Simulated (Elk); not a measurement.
# Fixed-spin-moment curve of MnHg

Aim: the energy of MnHg as a function of its total spin moment.

Program: Elk 11.2.3 (patched build). Level of theory: PBEsol; all-electron APW+lo, Dirac cores, scalar-relativistic bands. Results are calculated unless marked as measured.

This is a report of a sequence of runs, with most program output left out.

### Step 1. Set-up

The structure is cubic, space group Pm-3m (No. 221). The conventional cell has a = 3.315 Å, b = 3.315 Å, c = 3.315 Å, α = 90.00°, β = 90.00°, γ = 90.00°. Mn has 8 Hg at 2.87 Å nearest. Nearest to Hg lie 8 Mn at 2.87 Å. Farther neighbours are not listed.

### Step 2. Unconstrained state

The free run shows where the moment settles by itself and gives the state from which the held runs start.

The last three numbers of an atom's line are a seed field in its sphere. It points against the wanted moment and shrinks by the factor reducebf each loop.

elk.in

```
tasks
  0

xctype
  22

rgkmax
  7.0

nempty
  14

swidth
  0.003

reducebf
  0.5

epsengy
  1e-05

maxscl
  120

lmaxi
  3

spinpol
  .true.

sppath
  './'

avec
  6.26444210313 0.00000000000 0.00000000000
  0.00000000000 6.26444210313 0.00000000000
  0.00000000000 0.00000000000 6.26444210313

atoms
  2
  'Mn.in'
  1
  0.5000000000 0.5000000000 0.5000000000   0.000000 0.000000 -0.262500
  'Hg.in'
  1
  0.0000000000 0.0000000000 0.0000000000   0.000000 0.000000 0.000000

ngridk
  8 8 8
```

Started as:

```console
> OMP_NUM_THREADS=4 elk
```

Elapsed: 51 s, on 4 threads of Arm Neoverse V1, shared host; peak memory 0.39 GiB; 3.2 min of CPU time.

Read from the output:

* density of states at the Fermi level: 1.701 states/eV/cell
* moment between the spheres: 0.1316 μB
* magnetization: 3.916 μB
* final state: ferromagnetic
* largest moment: 3.834 μB

After 21 cycles the largest moment stands at 3.83 μB.

### Step 3. Moment fixed at 3.304 μB

Holding the total moment away from its free value maps the energy around and beyond the minimum.

A uniform field is adjusted until the total moment meets the target; the run goes on from the state before.

Changes to elk.in since step 2:

```diff
@@ -1,3 +1,3 @@
 tasks
-  0
+  1
 
@@ -30,2 +30,11 @@
 
+fsmtype
+  1
+
+momfix
+  0.000000 0.000000 3.304000
+
+taufsm
+  0.005
+
 sppath
@@ -42,3 +51,3 @@
   1
-  0.5000000000 0.5000000000 0.5000000000   0.000000 0.000000 -0.262500
+  0.5000000000 0.5000000000 0.5000000000   0.000000 0.000000 -0.000262
   'Hg.in'
```

Started as:

```console
> OMP_NUM_THREADS=4 elk
```

Run time: 1.7 min. Hardware: 4 threads; peak memory 0.38 GiB; 6.4 min of CPU time.

Read from the output:

```yaml
magnetization: 3.304 μB
```

It lies 106 meV a cell above the free run.

### Step 4. Moment fixed at 2.643 μB

Changes to elk.in since step 3:

```diff
@@ -34,3 +34,3 @@
 momfix
-  0.000000 0.000000 3.304000
+  0.000000 0.000000 2.643000
```

Started as:

```console
> OMP_NUM_THREADS=4 elk
```

Run time: 2.1 min. Hardware: 4 threads; peak memory 0.37 GiB.

Numbers from this step:

```
magnetization : 2.643 μB
```

It lies 385 meV a cell above the free run.

### Step 5. Moment fixed at 5.287 μB

Changes to elk.in since step 4:

```diff
@@ -34,3 +34,3 @@
 momfix
-  0.000000 0.000000 2.643000
+  0.000000 0.000000 5.287000
```

Started as:

```console
> OMP_NUM_THREADS=4 elk
```

Elapsed: 2.3 min, on 4 threads; peak memory 0.37 GiB; 8.8 min of CPU time.

This step gave:

```
magnetization : 5.287 μB
```

It lies 932 meV a cell above the free run.

### Step 6. Moment fixed at 1.983 μB

Changes to elk.in since step 5:

```diff
@@ -34,3 +34,3 @@
 momfix
-  0.000000 0.000000 5.287000
+  0.000000 0.000000 1.983000
```

Started as:

```console
> OMP_NUM_THREADS=4 elk
```

Run time: 4.9 min. Hardware: 4 threads; peak memory 0.38 GiB.

The run stopped without converging, so none of its numbers is a property of the system.

A smaller mixing step or another start is the usual next try.

After 120 loops the RMS change of the potential stands at 4e-06 Ha, and it does not fall steadily.

### Step 7. Another try

An input with a fault is tried, to see how the program answers.

Changes to elk.in since step 2:

```diff
@@ -22,3 +22,3 @@
 maxscl
-  120
+  75
 
@@ -29,2 +29,8 @@
   .true.
+
+spinsprl
+  .true.
+
+vqlss
+  0.5 0.5
```

Started as:

```console
> OMP_NUM_THREADS=4 elk
```

Run time: 0.07 s. Hardware: 4 threads; peak memory 0.05 GiB.

The input was rejected at the start.

The fault put into the input: a spiral wavevector with two numbers.

vqlss takes three components.

### Step 8. All moments

In all 9 moments were held (0, 0.661, 1.322, 1.983, 2.643, 3.304, 3.965, 4.626, 5.287 μB), each run going on from a saved state. The curve holds those that converged and the free run; sizes are given without sign.

The energy over the lowest by total spin moment:

```csv
total spin moment (μB a cell),energy over the lowest (meV a cell)
2.64,385
3.30,106
3.92,0
3.96,1.08
4.63,248
5.29,932
```

Table of slope dE/dM read from the holding field by total spin moment:

```csv
total spin moment (μB a cell),slope dE/dM read from the holding field (meV/μB)
2.64,-493
3.30,-327
3.96,35.3
4.63,755
5.29,1306
```

### Step 9. Summary of results

```
moment of the free run     : 3.92 μB a cell
moment of the lowest point : 3.92 μB a cell
```

The curve is lowest at 3.92 μB a cell and has risen by 932 meV at 5.29 μB. 4 of 9 held runs did not converge (1.983, 1.322, 0.661, 0 μB), so the curve is unknown there and other minima can't be ruled out. The field's energy is not in the curve.

[Logs and program files are shortened in this print: banners, set-up blocks, solver, clock and traceback lines can be left out without a mark of their own.]

[Logs are printed without paths, hosts, clocks, repeated set-up lines and the standing remarks that a program may print on its own settings, such as how far it seeks lower states.]

[Hosts, paths, dates, database ids (printed as entryN), source tags and the programs' standing remarks are cut or masked in the printed files.]

[Where a cell is said to come from a database of computed structures, the database is the Materials Project.]
